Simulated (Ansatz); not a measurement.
# One crystal, many levels of theory: GeH6CI3N (CH3NH3GeI3), part 2 of 2

Wanted: a ladder of band gaps for GeH6CI3N (CH3NH3GeI3), from density functionals to G0W0.

Ansatz 0.2.0; density functionals, hybrids and G0W0, plane waves, PAW. Known limits of the many-body steps: finite bands, screening cutoff and k mesh; no spin-orbit coupling in G0W0.

So far. Step 4 (HSE06 on the 4×4×4 mesh): Over mesh and listed points the gap is 1.212 eV, direct, at k = (0.500, 0.500, 0.500). HSE06 against PBEsol: 1.212 − 0.842 = +0.370 eV. Mesh, set of files and cutoff are the same, but the conduction bottom lies at another k point, so this need not be the shift of one pair of states. Step 5 (HSE06+SOC on the 2×2×2 mesh): Over mesh and listed points the gap is 1.193 eV, from k = (0.500, 0.500, 0.500) to k = (0.500, 0.500, 0.450).

The structure was built from a prototype and need not be the compound's stable phase.

In doubt: masses and optical values from hybrid runs of this build are listed as unsure (step 7), which bears on the screening that GW takes from such a start.

### 6. G0W0@PBEsol, 4×4×4 mesh, 685 empty bands, screening to 130 eV, PAW set soft_1 files

G0W0 replaces the xc potential by a self-energy built once from the orbitals of the start. Levels are corrected in the window of bands that the input names, at points of the mesh.

This step: G0W0 on PBEsol, plane waves, PAW; PAW set soft_1.

Contents of input.yaml:

```yaml
crystal:
  lattice:
    - [5.8630711863, 0.2896105377, 0.0618450382]
    - [0.2896105377, 5.9414246786, 0.091408338]
    - [0.0618450382, 0.091408338, 5.8648889541]
  atoms:
    - { symbol: C, position: [0.9282061927, 0.9134021167, 0.9846224898] }
    - { symbol: "N", position: [0.0764546859, 0.097646897, 0.0085587277] }
    - { symbol: H, position: [1.0369851614, 0.7531233599, 0.9706938083] }
    - { symbol: H, position: [0.1852165616, 1.1105705405, 0.8665654291] }
    - { symbol: H, position: [0.8263853188, -0.0529096915, 0.8300969694] }
    - { symbol: H, position: [-0.0210627329, 0.2520612321, 0.0249310054] }
    - { symbol: H, position: [0.8144927943, -0.0929478115, 0.1354900582] }
    - { symbol: H, position: [0.1790586382, 1.0723934485, 0.1523746068] }
    - { symbol: Ge, position: [0.518690855, 0.5164188802, 0.5307891582] }
    - { symbol: I, position: [0.5149504902, 0.4698515314, 0.0010197888] }
    - { symbol: I, position: [0.4459210691, -0.0168305148, 0.5019309052] }
    - { symbol: I, position: [-0.0151168563, 0.4764345857, 0.4926325186] }
kpoints:
  mp_grid: { grid: [4, 4, 4] }
hamiltonian:
  xc: pbesol
  pseudopotentials: { kind: paw, azcp: { folder: soft_1 }, xc_functional: pbe }
scf:
  occupations: { method: fixed }
gw:
  n_empty_bands: 685
  ecut_chi: 130.0
  qp_bands: [v4, c4]
  qp_kpoints: band_edges
  screening: { model: contour_deformation }
```

On the command line:

```console
ansatz run input.yaml --threads 2 --pin off --max-ram 92160MiB --backend cuda --events-out ev --progress --plain --runs-dir out --devices 1 --max-vram 13GiB
```

Numbers of over 12 decimals in the logs are rounded to 6 here.

Log:

```text
GPUs: using 1 of 1 available (devices: 1).
[...]
GPU FFT provider: cuFFT
GPU libraries: cuBLAS 13.8.2, cuFFT 12.4.0, cuSOLVER 12.3.4
Crystal: 12 atoms, lattice volume = 203.743 Å³
Basis set: ecut = 420 eV, 3977 PW (Γ)
Bands: 52, of which v1, the nominal top of the filled ones, is band 40 counted from 1 (39 counted from 0)
Symmetry: 1 space group operations
[...]
k-points: 36 of 64 (time reversal used)
[...]
0    44      9.0771    -4.8050    -3.8991    -8.9459  0.7702     9.3212     9.3190  root
[...]
35    41      5.8582    -9.4156    -3.1577   -12.6802  0.7518     5.9655     5.9652  root
    35    42      5.9510    -8.8803    -3.4183   -12.4952  0.7539     6.1487     6.1476  root
    35    43      6.2015    -8.6533    -3.4941   -12.3479  0.7528     6.4032     6.4020  root
    35    44      8.7639    -5.1222    -3.9154    -9.4650  0.7821     9.1974     9.1912  root
[key lines of the parts left out:]
SCF converged after 10 iterations
Free energy (F): -27273.652954 eV
Fermi energy:    4.989732 eV
```

The job ended after 4.7 min (1 × NVIDIA H100 80GB HBM3 (shared by 6 runs) with 2 threads of AMD EPYC 7R13 (Zen 3), shared host; peak memory 5.8 GiB; 6.9 min of CPU time).

This step gave:

| Item | Value |
| --- | --- |
| bands summed | 725 |
| RPA ε∞ on this mesh (eigenvalues) | 9.005, 11.85, 13.90 |
| plane waves in the screening matrix | 689 |
| G0W0 gap over the corrected points | 1.277 eV |
| k of the valence top | -0.5, -0.5, -0.5 |
| k of the conduction bottom | -0.5, -0.5, -0.5 |
| starting gap on the mesh | 0.8685 eV |
| Z at the valence top | 0.7539 |
| Z at the conduction bottom | 0.7518 |
| least direct G0W0 gap over the corrected points | 1.277 eV |

Over 15 of 36 irreducible mesh points the G0W0 gap is 1.277 eV, direct, at k = (-0.500, -0.500, -0.500). The PBEsol gap of this run on the mesh is 0.869 eV. The two states that bound the G0W0 gap lie that far apart at the start, so the correction of the gap is 1.277 − 0.869 = +0.408 eV.

### 7. G0W0@HSE06, 4×4×4 mesh, 318 empty bands, screening to 78 eV, PAW set soft_1 files

This step: G0W0 on HSE06, plane waves, PAW; PAW set soft_1.

input.yaml, as its differences from that of step 6:

```diff
@@ -21,4 +21,4 @@
 hamiltonian:
-  xc: pbesol
-  pseudopotentials: { kind: paw, azcp: { folder: soft_1 }, xc_functional: pbe }
+  xc: hse06
+  pseudopotentials: { kind: paw, azcp: { folder: soft_1 } }
 scf:
@@ -26,4 +26,4 @@
 gw:
-  n_empty_bands: 685
-  ecut_chi: 130.0
+  n_empty_bands: 318
+  ecut_chi: 78
   qp_bands: [v4, c4]
```

Log:

```text
GPUs: using 1 of 1 available (devices: 1).
[...]
GPU FFT provider: cuFFT
GPU libraries: cuBLAS 13.8.2, cuFFT 12.4.0, cuSOLVER 12.3.4
Crystal: 12 atoms, lattice volume = 203.743 Å³
Basis set: ecut = 420 eV, 3977 PW (Γ)
Bands: 52, of which v1, the nominal top of the filled ones, is band 40 counted from 1 (39 counted from 0)
Symmetry: 1 space group operations
[...]
k-points: 36 of 64 (time reversal used)
[...]
0    43      9.4801    -5.7445    -3.7189    -9.5909  0.7844     9.6080     9.6076  root
     0    44      9.6051    -4.6962    -3.5630    -8.3561  0.7987     9.7021     9.7019  root
[...]
35    41      6.1137    -8.8742    -3.0295   -12.0959  0.7824     6.3066     6.3059  root
    35    42      6.2719    -8.5585    -3.1770   -11.9525  0.7830     6.4898     6.4889  root
    35    43      6.5430    -8.3602    -3.2275   -11.7921  0.7823     6.7483     6.7474  root
    35    44      9.3397    -4.9034    -3.5693    -8.7189  0.8098     9.5872     9.5859  root
[key lines of the parts left out:]
Free energy (F): -27582.887849 eV
Fermi energy:    4.901308 eV
```

The job ended after 3.3 min (1 × NVIDIA H100 80GB HBM3 (shared by 6 runs) with 2 threads; peak memory 3.5 GiB).

Numbers from this step:

```yaml
bands_summed: 358
rpa_eps_infinity_on_this_mesh_eigenvalues: 6.439, 7.928, 8.832
plane_waves_in_the_screening_matrix: 315
g0w0_gap_over_the_corrected_points: 1.452 eV
k_of_the_valence_top: -0.5, -0.5, -0.5
k_of_the_conduction_bottom: -0.5, -0.5, -0.5
starting_gap_on_the_mesh: 1.212 eV
z_at_the_valence_top: 0.7842
z_at_the_conduction_bottom: 0.7824
least_direct_g0w0_gap_over_the_corrected_points: 1.452 eV
```

Over 14 of 36 irreducible mesh points the G0W0 gap is 1.452 eV, direct, at k = (-0.500, -0.500, -0.500). The HSE06 gap of this run on the mesh is 1.212 eV. The two states that bound the G0W0 gap lie that far apart at the start, so the correction of the gap is 1.452 − 1.212 = +0.240 eV. G0W0@HSE06 against G0W0@PBEsol with 725 bands: 1.452 − 1.277 = +0.175 eV. The runs also differ in empty bands (685 and 318) and screening cutoff (eV) (130.0 and 78), so how much of this comes from the start alone is not known.

### 8. The ladder

Each gap is the least one over the points named; times are wall times on shared hosts, not benchmarks. A G0W0 time includes the run's own self-consistent start. Runs with listed points see these and the mesh alone, so an edge that moves elsewhere is missed. Rows marked * are further runs, not shown as steps, whose inputs differ from the G0W0 step on the same start in the columns given; solver thresholds can differ too. Symmetry makes (0.500, 0.500, 0.500) and (-0.500, -0.500, -0.500) one point.

```tsv
level	mesh	files, cutoff	bands summed, screening	points	gap (eV)	valence top	conduction bottom	least direct gap (eV)	time
PBEsol	4×4×4	soft_1 PAW, 420 eV	-	mesh and path	0.842	(0.500, 0.500, 0.500)	(0.500, 0.500, 0.450)	0.869	12 s
PBEsol+SOC	4×4×4	soft_1 PAW, 420 eV	-	mesh and listed points	0.700	(0.500, 0.500, 0.500)	(0.500, 0.500, 0.450)	0.747	15 s
HSE06	4×4×4	soft_1 PAW, 420 eV	-	mesh and listed points	1.212	(0.500, 0.500, 0.500)	(0.500, 0.500, 0.500)	1.212	66 s
HSE06+SOC	2×2×2	soft_1 PAW, 420 eV	-	mesh and listed points	1.193	(0.500, 0.500, 0.500)	(0.500, 0.500, 0.450)	1.212	52 s
G0W0@PBEsol*	4×4×4	soft_1 PAW, 420 eV	213, 52 eV	15 of 36 irreducible mesh points	1.110	(-0.500, -0.500, -0.500)	(-0.500, -0.500, -0.500)	1.110	55 s
G0W0@PBEsol	4×4×4	soft_1 PAW, 420 eV	725, 130 eV	15 of 36 irreducible mesh points	1.277	(-0.500, -0.500, -0.500)	(-0.500, -0.500, -0.500)	1.277	4.7 min
G0W0@HSE06	4×4×4	soft_1 PAW, 420 eV	358, 78 eV	14 of 36 irreducible mesh points	1.452	(-0.500, -0.500, -0.500)	(-0.500, -0.500, -0.500)	1.452	3.3 min
```

### 9. Outcome

```
PBEsol, over mesh and path                                            : 0.842 eV
PBEsol+SOC, over mesh and listed points                               : 0.700 eV
HSE06, over mesh and listed points                                    : 1.212 eV
HSE06+SOC, over mesh and listed points                                : 1.193 eV
G0W0@PBEsol (725 bands, 4×4×4), over 15 of 36 irreducible mesh points : 1.277 eV
G0W0@HSE06, over 14 of 36 irreducible mesh points                     : 1.452 eV
known limits                                                          : finite bands, screening cutoff and k mesh; no spin-orbit coupling in G0W0
```

**Reading.** The rows run from 0.700 eV (PBEsol+SOC) to 1.452 eV (G0W0@HSE06). They differ in mesh, bands and screening cutoff of G0W0 and the points over which the gap was sought as well as in level, so only pairs that share these are like for like. PBEsol+SOC against PBEsol: 0.700 − 0.842 = −0.142 eV, with the same mesh, set of files (read in its fully relativistic form for the spin-orbit run) and cutoff, and both edges at the same k points. The spin-orbit run sees mesh and listed points alone, so its gap is an upper bound: the coupling can move an edge off these points, the more so as this crystal has no centre of inversion, and the change over the zone, its sign included where it is small, is not known. G0W0@PBEsol (725 bands, 4×4×4) moves the gap of its own start on the mesh by 1.277 − 0.869 = +0.408 eV, between the same two levels. Over mesh and path, PBEsol puts the conduction bottom at k = (0.500, 0.500, 0.450), where no G0W0 correction was computed. The G0W0 gap over the whole zone is therefore not known from this run; at its settings it can only be equal to or under the 1.277 eV found, and no correction is carried over from another point. For the start itself the gap is 0.842 eV over mesh and path and 0.869 eV on the mesh of the G0W0 run. G0W0@HSE06 moves the gap of its own start on the mesh by 1.452 − 1.212 = +0.240 eV, between the same two levels. Both edges that HSE06 shows over mesh and listed points lie at k points where levels were corrected. Levels at other points were not corrected, so a lower G0W0 gap elsewhere in the zone is not ruled out. What spin-orbit coupling does to the G0W0 levels was not computed, so no sum with the G0W0 gap is formed. For G0W0@PBEsol: from 213 bands and 52 eV to 725 bands and 130 eV the gap moves by 1.277 − 1.110 = +0.167 eV; bands and screening cutoff rise together, so their parts are not told apart. Two runs can't test a law of convergence, so the limit is not known. The other G0W0 rows are shown at one basis each (358 bands), so their distance from the limit is not known here. The G0W0 runs are scalar-relativistic. No pair of G0W0 runs that differ in the mesh alone is shown (4×4×4 is a supercell whose nearest images lie 23 Å apart), so the error from the mesh is not known here. G0W0 is shown with one set of atomic data (soft_1 PAW), so the error from the files is not known here.

[Paths, hosts, dates, memory and timing lines, banners, echoed tables and standing remarks are left out of the program output.]

[Logs are printed without paths, hosts, clocks, repeated set-up lines and the standing remarks that a program may print on its own settings, such as how far it seeks lower states.]

[Runs of the session that timed out or met a known fault of the program may be left out.]

[Cells called generated may have been cut or substituted from an entry of the Crystallography Open Database or the Materials Project.]

[Hosts, paths, dates, database ids (printed as entryN), source tags and the programs' standing remarks are cut or masked in the printed files.]

[Where an RPA ε∞ is given, it is that of the G0W0 mesh and is not shown converged in it. Names of k-points follow the symmetry that the program found, which can be lower than the space group named. Band edges on a path are those of the sampled points; other points can move an edge, and change direct to indirect where valleys lie close.]

[Hybrid gaps are those of their k-mesh and are not shown converged in it.]
